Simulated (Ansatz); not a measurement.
**Be3N: relaxing a made-up structure**

Starting from a made-up structure for Be3N, the aim is the relaxed cell, its shortest contacts and, where a second run follows, its electronic structure.

Calculated with Ansatz 0.2.0; DFT, PBEsol, plane-wave PAW, files of the set soft_1, scalar-relativistic, no spin, cell and ions relaxed at zero pressure; PAW set soft_1, in the first sound run; inputs show where later runs differ.

### 1. Set-up

The structure is trigonal, space group R-3c (No. 167). The conventional cell has a = 4.373 Å, b = 4.373 Å, c = 12.258 Å, α = 90.00°, β = 90.00°, γ = 120.00°. Nearest to N lie 6 Be at 1.79 Å. Nearest to Be lie 2 N at 1.79 Å. Farther neighbours and most contacts between anions are not listed.

### 2. Relaxation of the guess

The guess takes its coordinates from another compound and its volume from a rule, so the cell and any free coordinates are relaxed together.

input.yaml

```yaml
crystal:
  lattice:
    - [2.1865, 1.262376364, 4.086]
    - [-2.1865, 1.262376364, 4.086]
    - [0.0, -2.524752727, 4.086]
  atoms:
    - { symbol: "N", position: [0.5, 0.5, 0.5] }
    - { symbol: "N", position: [0.0, 0.0, 0.0] }
    - { symbol: Be, position: [0.076250002, 0.75, 0.423749998] }
    - { symbol: Be, position: [0.75, 0.423749998, 0.076250002] }
    - { symbol: Be, position: [0.423749998, 0.076250002, 0.75] }
    - { symbol: Be, position: [0.923749998, 0.25, 0.576250002] }
    - { symbol: Be, position: [0.25, 0.576250002, 0.923749998] }
    - { symbol: Be, position: [0.576250002, 0.923749998, 0.25] }
kpoints:
  mp_grid: { grid: [7, 7, 7] }
scf:
  occupations: { method: fermi_dirac, width: 0.05 }
hamiltonian:
  xc: pbesol
  pseudopotentials: { kind: paw, azcp: { folder: soft_1 }, xc_functional: pbe }
relax:
  f_tol: 0.015
  max_steps: 70
  cell: {}
output:
  forces: true
  stress: true
```

Started as:

```
$ ansatz run input.yaml --threads 4 --pin off --max-ram 10240MiB --backend cpu --events-out ev --progress --plain --runs-dir out
```

Numbers of over 12 decimals in the logs are rounded to 6 here.

What it wrote:

```text
Engine: ansatz 0.2.0, x86_64-unknown-linux-gnu
Pseudopotentials: kind: paw
Pseudopotential: N, paw, valence charge 5, recommended cutoff 420 eV (normal), soft_1/N.paw.azcp
Pseudopotential: Be, paw, valence charge 2, recommended cutoff 420 eV (normal), soft_1/Be.paw.azcp
Functional definition: PBEsol
  exchange = pbesol_x
  correlation = pbesol_c
Crystal: 8 atoms, lattice volume = 67.669 Å³
Basis set: ecut = 420 eV, 1333 PW (Γ), exchange–correlation on 72×72×72 points (8 copies of the dense FFT grid, shifted against one another)
Bands: 19, of which v1, the nominal top of the filled ones, is band 11 counted from 1 (10 counted from 0)
Symmetry: 12 space group operations
Space group: R-3c (ITA 167), of the structure as read, at distance tolerance 4.1e-5 Å
k-points: 44 of 343
Non-local potential: N, projectors of the file, l = 0: 2, l = 1: 2, l = 2: 1
Non-local potential: Be, projectors of the file, l = 0: 2, l = 1: 2, l = 2: 1
PAW form: soft (Blöchl's): semilocal exchange-correlation on the pseudo side does not see the compensation charge
PAW frozen core: N, regenerated for the run's functional, and the local potential with it (the file was generated under x = pbe(κ = 0.804, μ = 0.219515), c = pbe(β = 0.066725))
PAW frozen core: Be, regenerated for the run's functional, and the local potential with it (the file was generated under x = pbe(κ = 0.804, μ = 0.219515), c = pbe(β = 0.066725))
PAW one-centre angular grid: N, 110 points (default); XC on 64 Gauss nodes
PAW one-centre angular grid: Be, 110 points (default); XC on 64 Gauss nodes
Initial density: superposition of atomic densities (chi_scale 0.1, normalization cell, long waves kept (reshape's long-wave potential 0.02 eV rms))
Initial wavefunctions: pseudopotential atomic-orbital guess
Functional: x = pbesol(κ = 0.804, μ = 0.123457), c = pbesol(β = 0.046)
SCF iter   1: F=—  HF=-1300.546811 eV  |F-HF|=—  |Δ(HF+E_count)|=         —  Δρ=4.61e-2  dr2=1.80e0  ethr=3.10e-3  ⟨swp⟩=6.7  Hψ=4532  notcnv=0  defer=14
preconditioner: auto → Kerker (q_TF=auto, 2.262 Å⁻¹)  [metal: Δε(μ)=0.011 eV  Ē_g=11.926 eV  σ=0.050 eV  W_gap=0.05  n_scr=14 (ndim 8)  ℏωp=21.2 eV  f_vac=0.000  D(μ)=3.61/eV (n_scr^D=34)]
SCF iter   2: F=—  HF=-1300.141987 eV  |F-HF|=—  |Δ(HF+E_count)|=   4.05e-1  Δρ=2.11e-2  dr2=2.05e-1  ethr=3.10e-3  ⟨swp⟩=2.2  Hψ=1833  notcnv=0  defer=82
SCF iter   3: F=—  HF=-1300.107872 eV  |F-HF|=—  |Δ(HF+E_count)|=   3.41e-2  Δρ=9.81e-3  dr2=5.03e-2  ethr=9.32e-4  ⟨swp⟩=1.0  Hψ=754  notcnv=0  defer=82
SCF iter   4: F=—  HF=-1300.098074 eV  |F-HF|=—  |Δ(HF+E_count)|=   9.80e-3  Δρ=8.47e-4  dr2=4.63e-4  ethr=2.29e-4  ⟨swp⟩=2.0  Hψ=957  notcnv=0  defer=82
SCF iter   5: F=—  HF=-1300.098006 eV  |F-HF|=—  |Δ(HF+E_count)|=   6.79e-5  Δρ=9.91e-5  dr2=8.14e-6  ethr=2.10e-6  ⟨swp⟩=2.8  Hψ=1226  notcnv=0  defer=82
SCF iter   6: F=—  HF=-1300.098005 eV  |F-HF|=—  |Δ(HF+E_count)|=   1.50e-6  Δρ=1.64e-5  dr2=1.95e-7  ethr=3.70e-8  ⟨swp⟩=2.5  Hψ=1071  notcnv=0  defer=82
SCF iter   7: F=-1300.098005 eV  HF=-1300.098005 eV  |F-HF|=1.25e-9  |Δ(HF+E_count)|=   5.96e-8  Δρ=2.77e-6  dr2=4.85e-9  ethr=4.55e-10  ⟨swp⟩=4.0  Hψ=2242  notcnv=0
SCF 1 converged in 7 iterations: F = -1300.098005 eV  dr2 = 4.85e-9
  greatest PAW one-centre occupation: 0.793 electrons in one spin orbital (limit 2), on the N atom at site 1 (counted from 0), in its partial waves of l = 0
relax step   1: F+E_penalty+E_count = -1300.09800482 eV  Δ(F+E_penalty+E_count) = +0.000e0 eV  max|allowed force component| = 2.324e-1 eV/Å  Δτ_max = 0.0000 Å  P = -14.093 GPa  Ω = 67.669 Å³  (7 SCF iters, dr2 threshold 1.00e-7 eV, accepted)
Crystal: 8 atoms, lattice volume = 62.864 Å³
Basis set: ecut = 420 eV, 1225 PW (Γ), exchange–correlation on 72×72×72 points (8 copies of the dense FFT grid, shifted against one another)
Initial density: handed on by an earlier stage of this run
Initial wavefunctions: those handed on with the density
iter 1 solved again at ethr=9.14e-5 eV; its pass at ethr=3.10e-3 eV (dr2=2.01e-2 eV) is discarded
SCF iter   1: F=—  HF=-1300.379292 eV  |F-HF|=—  |Δ(HF+E_count)|=         —  Δρ=5.61e-3  dr2=2.06e-2  ethr=9.14e-5  ⟨swp⟩=1.6  Hψ=5332  notcnv=0
preconditioner: auto → Kerker (q_TF=auto, 2.290 Å⁻¹)  [metal: Δε(μ)=0.005 eV  Ē_g=12.105 eV  σ=0.050 eV  W_gap=0.02  n_scr=14 (ndim 8)  ℏωp=22.0 eV  f_vac=0.000  D(μ)=3.39/eV (n_scr^D=32)]
SCF iter   2: F=—  HF=-1300.375011 eV  |F-HF|=—  |Δ(HF+E_count)|=   4.28e-3  Δρ=2.92e-3  dr2=6.04e-3  ethr=9.14e-5  ⟨swp⟩=2.1  Hψ=1198  notcnv=0
SCF iter   3: F=—  HF=-1300.373473 eV  |F-HF|=—  |Δ(HF+E_count)|=   1.54e-3  Δρ=1.09e-3  dr2=8.41e-4  ethr=2.74e-5  ⟨swp⟩=1.0  Hψ=836  notcnv=0
SCF iter   4: F=—  HF=-1300.373195 eV  |F-HF|=—  |Δ(HF+E_count)|=   2.78e-4  Δρ=9.53e-5  dr2=4.11e-6  ethr=3.82e-6  ⟨swp⟩=2.1  Hψ=1323  notcnv=0
SCF iter   5: F=—  HF=-1300.373189 eV  |F-HF|=—  |Δ(HF+E_count)|=   5.90e-6  Δρ=1.48e-5  dr2=1.07e-7  ethr=3.64e-9  ⟨swp⟩=4.0  Hψ=2397  notcnv=0
SCF iter   6: F=-1300.373189 eV  HF=-1300.373189 eV  |F-HF|=8.22e-10  |Δ(HF+E_count)|=   1.77e-8  Δρ=2.00e-6  dr2=2.59e-9  ethr=4.87e-10  ⟨swp⟩=2.0  Hψ=2342  notcnv=0
SCF 2 converged in 6 iterations: F = -1300.373189 eV  dr2 = 2.59e-9
  greatest PAW one-centre occupation: 0.794 electrons in one spin orbital (limit 2), on the N atom at site 1 (counted from 0), in its partial waves of l = 0
relax step   2: F+E_penalty+E_count = -1300.37318901 eV  Δ(F+E_penalty+E_count) = -2.752e-1 eV  max|allowed force component| = 2.552e-1 eV/Å  Δτ_max = 0.0276 Å  P = -6.019 GPa  Ω = 62.864 Å³  energy of the carried Pulay correction = +5.201e-3 eV  (6 SCF iters, dr2 threshold 8.00e-7 eV, accepted)
Crystal: 8 atoms, lattice volume = 60.408 Å³
Basis set: ecut = 420 eV, 1153 PW (Γ), exchange–correlation on 72×72×72 points (8 copies of the dense FFT grid, shifted against one another)
iter 1 solved again at ethr=1.24e-4 eV; its pass at ethr=3.10e-3 eV (dr2=2.72e-2 eV) is discarded
SCF iter   1: F=—  HF=-1300.440596 eV  |F-HF|=—  |Δ(HF+E_count)|=         —  Δρ=6.17e-3  dr2=2.80e-2  ethr=1.24e-4  ⟨swp⟩=2.0  Hψ=4771  notcnv=0
preconditioner: auto → Kerker (q_TF=auto, 2.306 Å⁻¹)  [metal: Δε(μ)=0.040 eV  Ē_g=12.470 eV  σ=0.050 eV  W_gap=0.20  n_scr=14 (ndim 8)  ℏωp=22.4 eV  f_vac=0.000  D(μ)=3.10/eV (n_scr^D=26)]
SCF iter   2: F=—  HF=-1300.433626 eV  |F-HF|=—  |Δ(HF+E_count)|=   6.97e-3  Δρ=1.43e-3  dr2=1.24e-3  ethr=1.24e-4  ⟨swp⟩=2.5  Hψ=1518  notcnv=0
SCF iter   3: F=—  HF=-1300.433405 eV  |F-HF|=—  |Δ(HF+E_count)|=   2.21e-4  Δρ=8.35e-4  dr2=3.54e-4  ethr=5.62e-6  ⟨swp⟩=1.0  Hψ=836  notcnv=0
SCF iter   4: F=—  HF=-1300.433291 eV  |F-HF|=—  |Δ(HF+E_count)|=   1.14e-4  Δρ=8.05e-5  dr2=2.75e-6  ethr=1.61e-6  ⟨swp⟩=2.1  Hψ=1151  notcnv=0
SCF iter   5: F=-1300.433290 eV  HF=-1300.433290 eV  |F-HF|=1.54e-8  |Δ(HF+E_count)|=   2.18e-7  Δρ=1.12e-5  dr2=4.66e-8  ethr=3.64e-9  ⟨swp⟩=4.0  Hψ=2362  notcnv=0
SCF 3 converged in 5 iterations: F = -1300.433290 eV  dr2 = 4.66e-8
  greatest PAW one-centre occupation: 0.795 electrons in one spin orbital (limit 2), on the N atom at site 1 (counted from 0), in its partial waves of l = 0
relax step   3: F+E_penalty+E_count = -1300.43329030 eV  Δ(F+E_penalty+E_count) = -6.010e-2 eV  max|allowed force component| = 8.860e-2 eV/Å  Δτ_max = 0.0108 Å  P = +0.165 GPa  Ω = 60.408 Å³  energy of the carried Pulay correction = +8.011e-3 eV  (5 SCF iters, dr2 threshold 8.00e-7 eV, accepted)
Crystal: 8 atoms, lattice volume = 60.589 Å³
Basis set: ecut = 420 eV, 1177 PW (Γ), exchange–correlation on 72×72×72 points (8 copies of the dense FFT grid, shifted against one another)
iter 1 solved again at ethr=1.65e-5 eV; its pass at ethr=3.10e-3 eV (dr2=3.62e-3 eV) is discarded
SCF iter   1: F=—  HF=-1300.438021 eV  |F-HF|=—  |Δ(HF+E_count)|=         —  Δρ=2.00e-3  dr2=3.60e-3  ethr=1.65e-5  ⟨swp⟩=2.6  Hψ=4891  notcnv=0
preconditioner: auto → Kerker (q_TF=auto, 2.304 Å⁻¹)  [metal: Δε(μ)=0.043 eV  Ē_g=12.446 eV  σ=0.050 eV  W_gap=0.20  n_scr=14 (ndim 8)  ℏωp=22.4 eV  f_vac=0.000  D(μ)=2.89/eV (n_scr^D=20)]
SCF iter   2: F=—  HF=-1300.437209 eV  |F-HF|=—  |Δ(HF+E_count)|=   8.12e-4  Δρ=8.71e-4  dr2=7.05e-4  ethr=1.63e-5  ⟨swp⟩=2.2  Hψ=1184  notcnv=0
SCF iter   3: F=—  HF=-1300.436995 eV  |F-HF|=—  |Δ(HF+E_count)|=   2.14e-4  Δρ=3.66e-4  dr2=1.40e-4  ethr=3.21e-6  ⟨swp⟩=1.0  Hψ=836  notcnv=0
SCF iter   4: F=—  HF=-1300.436930 eV  |F-HF|=—  |Δ(HF+E_count)|=   6.53e-5  Δρ=4.16e-5  dr2=6.20e-7  ethr=6.38e-7  ⟨swp⟩=2.2  Hψ=1005  notcnv=0
SCF iter   5: F=-1300.436930 eV  HF=-1300.436930 eV  |F-HF|=2.07e-9  |Δ(HF+E_count)|=   1.36e-7  Δρ=5.01e-6  dr2=1.22e-8  ethr=2.23e-9  ⟨swp⟩=4.0  Hψ=2266  notcnv=0
SCF 4 converged in 5 iterations: F = -1300.436930 eV  dr2 = 1.22e-8
relax step   4: F+E_penalty+E_count = -1300.43692980 eV  Δ(F+E_penalty+E_count) = -3.640e-3 eV  max|allowed force component| = 2.117e-2 eV/Å  Δτ_max = 0.0112 Å  P = +0.107 GPa  Ω = 60.589 Å³  energy of the carried Pulay correction = +7.800e-3 eV  (5 SCF iters, dr2 threshold 4.91e-7 eV, accepted)
Crystal: 8 atoms, lattice volume = 60.686 Å³
iter 1 solved again at ethr=1.17e-6 eV; its pass at ethr=3.10e-3 eV (dr2=2.58e-4 eV) is discarded
SCF iter   1: F=—  HF=-1300.437156 eV  |F-HF|=—  |Δ(HF+E_count)|=         —  Δρ=5.35e-4  dr2=2.59e-4  ethr=1.17e-6  ⟨swp⟩=2.1  Hψ=4487  notcnv=0
preconditioner: auto → Kerker (q_TF=auto, 2.304 Å⁻¹)  [metal: Δε(μ)=0.044 eV  Ē_g=12.432 eV  σ=0.050 eV  W_gap=0.21  n_scr=14 (ndim 8)  ℏωp=22.4 eV  f_vac=0.000  D(μ)=2.87/eV (n_scr^D=20)]
SCF iter   2: F=—  HF=-1300.437100 eV  |F-HF|=—  |Δ(HF+E_count)|=   5.64e-5  Δρ=2.47e-4  dr2=5.66e-5  ethr=1.17e-6  ⟨swp⟩=2.0  Hψ=1142  notcnv=0
SCF iter   3: F=—  HF=-1300.437073 eV  |F-HF|=—  |Δ(HF+E_count)|=   2.64e-5  Δρ=9.78e-5  dr2=1.03e-5  ethr=2.57e-7  ⟨swp⟩=1.0  Hψ=836  notcnv=0
SCF iter   4: F=-1300.437069 eV  HF=-1300.437069 eV  |F-HF|=5.25e-9  |Δ(HF+E_count)|=   4.04e-6  Δρ=1.20e-5  dr2=4.79e-8  ethr=4.24e-10  ⟨swp⟩=3.4  Hψ=3012  notcnv=0
SCF 5 converged in 4 iterations: F = -1300.437069 eV  dr2 = 4.79e-8
relax step   5: F+E_penalty+E_count = -1300.43706902 eV  Δ(F+E_penalty+E_count) = -1.392e-4 eV  max|allowed force component| = 7.730e-4 eV/Å  Δτ_max = 0.0035 Å  P = -0.003 GPa  Ω = 60.686 Å³  energy of the carried Pulay correction = +7.687e-3 eV  (4 SCF iters, dr2 threshold 9.32e-8 eV, accepted)
Basis set: ecut = 420 eV, 1177 PW (Γ), exchange–correlation on 64×64×64 points (8 copies of the dense FFT grid, shifted against one another)
Initial wavefunctions: pseudopotential atomic-orbital guess (no wavefunctions were taken with the density)
iter 1 solved again at ethr=2.07e-8 eV; its pass at ethr=3.10e-3 eV (dr2=4.55e-6 eV) is discarded
SCF iter   1: F=—  HF=-1300.432918 eV  |F-HF|=—  |Δ(HF+E_count)|=         —  Δρ=2.60e-4  dr2=5.10e-6  ethr=2.07e-8  ⟨swp⟩=3.0  Hψ=6734  notcnv=0
preconditioner: auto → Kerker (q_TF=auto, 2.304 Å⁻¹)  [metal: Δε(μ)=0.025 eV  Ē_g=12.435 eV  σ=0.050 eV  W_gap=0.12  n_scr=14 (ndim 8)  ℏωp=22.4 eV  f_vac=0.000  D(μ)=2.88/eV (n_scr^D=20)]
SCF iter   2: F=—  HF=-1300.432928 eV  |F-HF|=—  |Δ(HF+E_count)|=   1.02e-5  Δρ=1.33e-4  dr2=1.33e-6  ethr=2.07e-8  ⟨swp⟩=3.0  Hψ=1403  notcnv=0
SCF iter   3: F=—  HF=-1300.432930 eV  |F-HF|=—  |Δ(HF+E_count)|=   2.22e-6  Δρ=2.81e-5  dr2=6.57e-8  ethr=6.03e-9  ⟨swp⟩=2.0  Hψ=1256  notcnv=0
SCF iter   4: F=—  HF=-1300.432930 eV  |F-HF|=—  |Δ(HF+E_count)|=   9.33e-8  Δρ=1.61e-6  dr2=8.75e-10  ethr=2.99e-10  ⟨swp⟩=2.0  Hψ=1192  notcnv=0
SCF iter   5: F=-1300.432930 eV  HF=-1300.432930 eV  |F-HF|=2.91e-11  |Δ(HF+E_count)|=  2.19e-10  Δρ=2.51e-7  dr2=4.09e-11  ethr=1.00e-12  ⟨swp⟩=4.3  Hψ=2446  notcnv=0
SCF 6 converged in 5 iterations: F = -1300.432930 eV  dr2 = 4.09e-11
relax step   6: F+E_penalty+E_count = -1300.43293033 eV  Δ(F+E_penalty+E_count) = +4.139e-3 eV  max|allowed force component| = 8.480e-4 eV/Å  Δτ_max = 0.0000 Å  P = -0.150 GPa  Ω = 60.686 Å³  stress off target by 1.55e-1 GPa  SCF on the basis re-selected at this cell (its energy is not comparable with the rows above)  (5 SCF iters)
basis re-selected at this cell: Δ(F+E_penalty+E_count) = +4.139e-3 eV, ΔP = -0.147 GPa vs the last step (what re-selecting the basis moved, of the pressure what is left beyond the Pulay correction that the steps carried, after the strain that the cell walked since its last selection, with what the two solves' SCF thresholds leave and, on support functions, any second-order correction that the steps lacked; it is no measure of the basis error at this ecutwfc). The dense FFT grid was sized anew with the basis: this SCF ran on 32×32×32 points, the steps before it on 36×36×36, so part of this shift can come from that change (see relax.cell in the input reference). [rest of the remark cut]
Crystal: 8 atoms, lattice volume = 60.624 Å³
iter 1 solved again at ethr=2.44e-8 eV; its pass at ethr=3.10e-3 eV (dr2=5.38e-6 eV) is discarded
SCF iter   1: F=—  HF=-1300.433031 eV  |F-HF|=—  |Δ(HF+E_count)|=         —  Δρ=9.51e-5  dr2=5.64e-6  ethr=2.44e-8  ⟨swp⟩=2.1  Hψ=4465  notcnv=0
preconditioner: auto → Kerker (q_TF=auto, 2.304 Å⁻¹)  [metal: Δε(μ)=0.026 eV  Ē_g=12.443 eV  σ=0.050 eV  W_gap=0.13  n_scr=14 (ndim 8)  ℏωp=22.4 eV  f_vac=0.000  D(μ)=2.88/eV (n_scr^D=20)]
SCF iter   2: F=—  HF=-1300.433034 eV  |F-HF|=—  |Δ(HF+E_count)|=   3.65e-6  Δρ=3.95e-5  dr2=9.39e-7  ethr=2.44e-8  ⟨swp⟩=2.9  Hψ=1375  notcnv=0
SCF iter   3: F=—  HF=-1300.433034 eV  |F-HF|=—  |Δ(HF+E_count)|=   1.87e-7  Δρ=1.80e-5  dr2=2.06e-7  ethr=4.27e-9  ⟨swp⟩=1.0  Hψ=836  notcnv=0
SCF iter   4: F=-1300.433034 eV  HF=-1300.433034 eV  |F-HF|=1.67e-10  |Δ(HF+E_count)|=   5.91e-8  Δρ=1.16e-6  dr2=6.92e-10  ethr=2.72e-10  ⟨swp⟩=4.0  Hψ=2296  notcnv=0
SCF 7 converged in 4 iterations: F = -1300.433034 eV  dr2 = 6.92e-10
relax step   7: F+E_penalty+E_count = -1300.43303395 eV  Δ(F+E_penalty+E_count) = -1.036e-4 eV  max|allowed force component| = 4.676e-5 eV/Å  Δτ_max = 0.0003 Å  P = +0.000 GPa  Ω = 60.624 Å³  energy of the carried Pulay correction = +7.505e-5 eV  (4 SCF iters, dr2 threshold 5.98e-8 eV, accepted)
iter 1 solved again at ethr=2.55e-9 eV; its pass at ethr=3.10e-3 eV (dr2=5.62e-7 eV) is discarded
SCF iter   1: F=—  HF=-1300.432921 eV  |F-HF|=—  |Δ(HF+E_count)|=         —  Δρ=5.41e-6  dr2=3.15e-9  ethr=2.55e-9  ⟨swp⟩=3.0  Hψ=6902  notcnv=0
preconditioner: auto → Kerker (q_TF=auto, 2.304 Å⁻¹)  [metal: Δε(μ)=0.026 eV  Ē_g=12.442 eV  σ=0.050 eV  W_gap=0.13  n_scr=14 (ndim 8)  ℏωp=22.4 eV  f_vac=0.000  D(μ)=2.88/eV (n_scr^D=20)]
SCF iter   2: F=—  HF=-1300.432926 eV  |F-HF|=—  |Δ(HF+E_count)|=   4.92e-6  Δρ=2.77e-6  dr2=8.06e-10  ethr=1.43e-11  ⟨swp⟩=2.0  Hψ=1335  notcnv=0
SCF iter   3: F=—  HF=-1300.432926 eV  |F-HF|=—  |Δ(HF+E_count)|=  9.08e-10  Δρ=8.47e-7  dr2=9.65e-11  ethr=3.66e-12  ⟨swp⟩=1.9  Hψ=1066  notcnv=0
SCF iter   4: F=-1300.432926 eV  HF=-1300.432926 eV  |F-HF|=2.27e-12  |Δ(HF+E_count)|=  7.98e-11  Δρ=7.89e-8  dr2=4.54e-12  ethr=1.00e-12  ⟨swp⟩=3.8  Hψ=2080  notcnv=0
SCF 8 converged in 4 iterations: F = -1300.432926 eV  dr2 = 4.54e-12
  greatest PAW one-centre occupation: 0.795 electrons in one spin orbital (limit 2), on the N atom at site 0 (counted from 0), in its partial waves of l = 0
relax step   8: F+E_penalty+E_count = -1300.43292628 eV  Δ(F+E_penalty+E_count) = +1.077e-4 eV  max|allowed force component| = 5.743e-5 eV/Å  Δτ_max = 0.0000 Å  P = -0.002 GPa  Ω = 60.624 Å³  stress off target by 3.60e-3 GPa  SCF on the basis re-selected at this cell (its energy is not comparable with the rows above)  (4 SCF iters)
basis re-selected at this cell: Δ(F+E_penalty+E_count) = +1.077e-4 eV, ΔP = -0.002 GPa vs the last step (what re-selecting the basis moved, of the pressure what is left beyond the Pulay correction that the steps carried, after the strain that the cell walked since its last selection, with what the two solves' SCF thresholds leave and, on support functions, any second-order correction that the steps lacked; it is no m [...]
SCF converged after 4 iterations
Free energy (F): -1300.432926 eV
Harris-Foulkes:  -1300.432926 eV  (|F-HF|=2.27e-12)
Internal energy: -1300.409836 eV  (E = F + TS)
E sigma→0 (E₀):  -1300.421381 eV
Entropy (-TS):   -0.023090 eV (-2.886 meV/atom)
Fermi energy:    9.416530 eV
--- Per-component energies (eV) ---
  E_band       = 30.308280
  E_kinetic    = 388.932848
  E_local      = -474.672672  (includes V_loc(G=0)·N_el)
  E_nonlocal   = 92.343196
  E_hartree    = 174.266242
  E_xc         = -239.902474
  E_vxc        = -275.311319  (∫ρ·V_xc dr)
  E_paw        = -586.222806  (= ΣΔE_a)
  E_vpaw       = -49.518098  (= ΣTr[D̂ρ^β])
  E_aug_tail   = 0.001810  (compensation charges beyond the density's cutoff)
  E_ewald      = -655.269365
  E_core_change = 0.113385  (= ΣΔE_core)
  E_smearing   = -0.023090  (= −TS)
  E_closure    = -0.000000  (closes the sum)
  Σ components = -1300.432926   (vs F -1300.432926, Δ=0.00e0)
--- Forces (eV/Å), atoms counted from 1 ---
  atom   1  N     -0.00000000     0.00000000     0.00000000
  atom   2  N      0.00000000     0.00000000    -0.00000000
  atom   3  Be     0.00002872     0.00004974    -0.00000000
  atom   4  Be     0.00002872    -0.00004974     0.00000000
  atom   5  Be    -0.00005743    -0.00000000     0.00000000
  atom   6  Be    -0.00002872    -0.00004974     0.00000000
  atom   7  Be    -0.00002872     0.00004974    -0.00000000
  atom   8  Be     0.00005743     0.00000000    -0.00000000
  max |Σ_I F_I| component: 1.62e-17 eV/Å
--- Stress (GPa, compression-positive) ---
       -0.003596       0.000000       0.000000
        0.000000      -0.003596       0.000000
        0.000000       0.000000       0.002045
  P = ⅓ Tr σ = -0.0017 GPa (-0.017 kbar)
--- Relaxed structure (6 steps of the walk, 6 accepted, 2 SCFs on fresh bases) ---
  F+E_penalty+E_count = -1300.43292628 eV   max|allowed force component| = 5.743e-5 eV/Å   (the final SCF, on the basis selected at the relaxed cell)
  cell:  # Å, volume = 60.6238 Å³
    - [2.106525, 1.216203, 3.943838]
    - [-2.106525, 1.216203, 3.943838]
    - [0, -2.432405, 3.943838]
  atoms:
    - { symbol: N, position: [0.5, 0.5, 0.500000] }
    - { symbol: N, position: [1.278009952477054e-19, 0, 0] }
    - { symbol: Be, position: [0.075689, 0.75, 0.424311] }
    - { symbol: Be, position: [0.75, 0.424311, 0.075689] }
    - { symbol: Be, position: [0.424311, 0.075689, 0.75] }
    - { symbol: Be, position: [0.924311, 0.250000, 0.575689] }
    - { symbol: Be, position: [0.25, 0.575689, 0.924311] }
    - { symbol: Be, position: [0.575689, 0.924311, 0.250000] }
```

Run time: 6.3 s. Hardware: 4 threads of AMD EPYC 7B13 (Zen 3), shared host; peak memory 0.46 GiB; 21 s of CPU time.

[end of part 1 of 2]

[Logs are printed without paths, hosts, clocks, repeated set-up lines and the standing remarks that a program may print on its own settings, such as how far it seeks lower states.]

[Hosts, paths, dates, database ids (printed as entryN), source tags and the programs' standing remarks are cut or masked in the printed files.]
